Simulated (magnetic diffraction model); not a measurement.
# TbMnCo below its ordering temperature

Space group Cmcm (no. 63), a = 3.4070 Å, b = 16.6890 Å, c = 3.6980 Å.

```
site  atom  x       y    z
  4c    Tb  0  0.5874  1/4
  4c    Co  0  0.9546  1/4
  4c    Mn  0  0.7949  1/4
```

This is a made-up structure (elements placed in a structure type, unrelaxed), so the numbers test the method and describe no known phase.

Only Tb and Co are taken to order (form factors of Tb3+ and Co2+); orders and moment sizes are assumed, and not adapted to the symmetry. Radiation: neutrons of λ = 2.36 Å, 1.5° to 90°; isotropic B of 0.48 Å² (Tb), 0.47 Å² (Co) and 0.49 Å² (Mn). Simulated constant-wavelength pattern: nuclear and magnetic terms add, the magnetic one as |2.695 fm × Σ f S⊥ exp(2πi Q·r) exp(−B s²)|², summed over all Q at one angle with the factor 1/(sin²θ cos θ). For a modulated order the moment at position r is S exp(−2πi k·r) + c.c., with S = m/2 for a sine wave of amplitude m and S = m(u + iv)/2 for moments turning in a plane, u and v being orthogonal unit vectors in it; the phase factor of the sum at Q = H + k is then exp(2πi H·r). Free-ion form factors, Sears's scattering lengths of 1992, no absorption; a label names one of the reflections at its angle. The strongest nuclear line in the range is 100, and lines under 0.2 are left out.

Above the ordering temperature:

| 2θ (°) | index | I |
| --- | --- | --- |
| 16.26 | (0 2 0) | 100.0 |
| 32.86 | (0 4 0) | 8.2 |
| 40.85 | (0 2 1) | 24.0 |
| 41.40 | (1 1 0) | 11.0 |
| 47.92 | (1 3 0) | 8.6 |
| 50.20 | (0 6 0) | 10.5 |
| 56.88 | (1 1 1) | 0.5 |
| 59.33 | (1 5 0) | 2.9 |
| 62.20 | (1 3 1) | 61.5 |
| 68.89 | (0 8 0) | 0.2 |
| 72.15 | (1 5 1) | 8.0 |
| 74.33 | (1 7 0) | 11.2 |
| 79.31 | (0 0 2) | 3.0 |
| 81.00 | (0 8 1) | 21.6 |
| 81.64 | (0 2 2) | 11.4 |
| 86.19 | (1 7 1) | 4.6 |
| 87.69 | (2 0 0) | 2.7 |
| 88.54 | (0 4 2) | 3.4 |
| 89.98 | (2 2 0) | 10.3 |

Below it (cell unchanged):

```tsv
2θ (°)	I
16.26	100.0
17.38	114.2
30.84	7.8
32.86	8.2
33.45	29.9
35.06	1.1
40.85	24.0
41.40	11.0
41.89	0.4
43.71	3.7
45.69	6.4
46.94	0.6
47.92	8.6
48.36	4.1
50.20	10.5
52.51	9.0
55.75	4.0
56.88	0.5
59.33	2.9
60.09	6.2
61.78	8.5
62.20	61.5
68.36	5.0
68.72	4.6
68.89	0.2
69.24	2.9
72.15	8.0
74.00	4.4
74.33	11.2
74.66	4.2
76.53	4.2
79.31	3.0
81.00	21.6
81.05	3.6
81.64	11.4
82.60	3.5
```
(The table stops after 36 lines; 6 more lie at higher angle.)

**Question.** Find the propagation vector, then choose among these models:
A. a sine wave with moments along [010] (amplitudes given), 5 μB on Tb and 1.53 μB on Co; signs + at (0, 0.5874, 1/4), − at (1/2, 0.9126, 3/4), − at (0, 0.9546, 1/4), + at (1/2, 0.5454, 3/4)
B. a sine wave with moments along [100] (amplitudes given), 5 μB on Tb and 1.53 μB on Co; signs + at (0, 0.5874, 1/4), − at (1/2, 0.9126, 3/4), − at (0, 0.9546, 1/4), + at (1/2, 0.5454, 3/4)
C. moments turning in the plane of [010] and [001], 5 μB on Tb and 1.53 μB on Co; signs + at (0, 0.5874, 1/4), − at (1/2, 0.9126, 3/4), − at (0, 0.9546, 1/4), + at (1/2, 0.5454, 3/4)
D. a sine wave with moments along [001] (amplitudes given), 5 μB on Tb and 1.53 μB on Co; signs + at (0, 0.5874, 1/4), − at (1/2, 0.9126, 3/4), − at (0, 0.9546, 1/4), + at (1/2, 0.5454, 3/4)

The new lines index as (0 2 1/6) at 17.38°, (0 0 5/6) at 30.84°, (0 4 1/6) at 33.45° and (0 2 5/6) at 35.06°, that is as H ± k with k = (0 0 1/6). Satellites come in pairs about each point of the reciprocal lattice.

Magnetic intensity, observed (below minus above) and for each model:

| 2θ (°) | index | observed | A | B | C | D |
| --- | --- | --- | --- | --- | --- | --- |
| 17.38 | (0 2 1/6) | 114.2 | 14.2 | 114.2 | 114.2 | 100.1 |
| 30.84 | (0 0 5/6) | 7.8 | 7.8 | 7.8 | 7.8 | <0.2 |
| 33.45 | (0 4 1/6) | 29.9 | 1.0 | 29.9 | 29.9 | 28.9 |
| 41.89 | (1 1 1/6) | 0.4 | 6.0 | 0.4 | 12.0 | 6.1 |
| 48.36 | (1 3 1/6) | 4.1 | 10.4 | 4.1 | 24.4 | 14.0 |
| 52.51 | (1 1 5/6) | 9.0 | 22.8 | 9.0 | 37.7 | 14.9 |
| 61.78 | (1 1 7/6) | 8.5 | 15.4 | 8.5 | 22.8 | 7.4 |
| 68.36 | (1 5 5/6) | 5.0 | 4.8 | 5.0 | 11.0 | 6.2 |

Model B matches.

The structure used: k = (0 0 1/6), a sine wave with moments along [100] (amplitudes given), 5 μB on Tb and 1.53 μB on Co; signs + at (0, 0.5874, 1/4), − at (1/2, 0.9126, 3/4), − at (0, 0.9546, 1/4), + at (1/2, 0.5454, 3/4).

[Logs are printed without paths, hosts, clocks, repeated set-up lines and the standing remarks that a program may print on its own settings, such as how far it seeks lower states.]
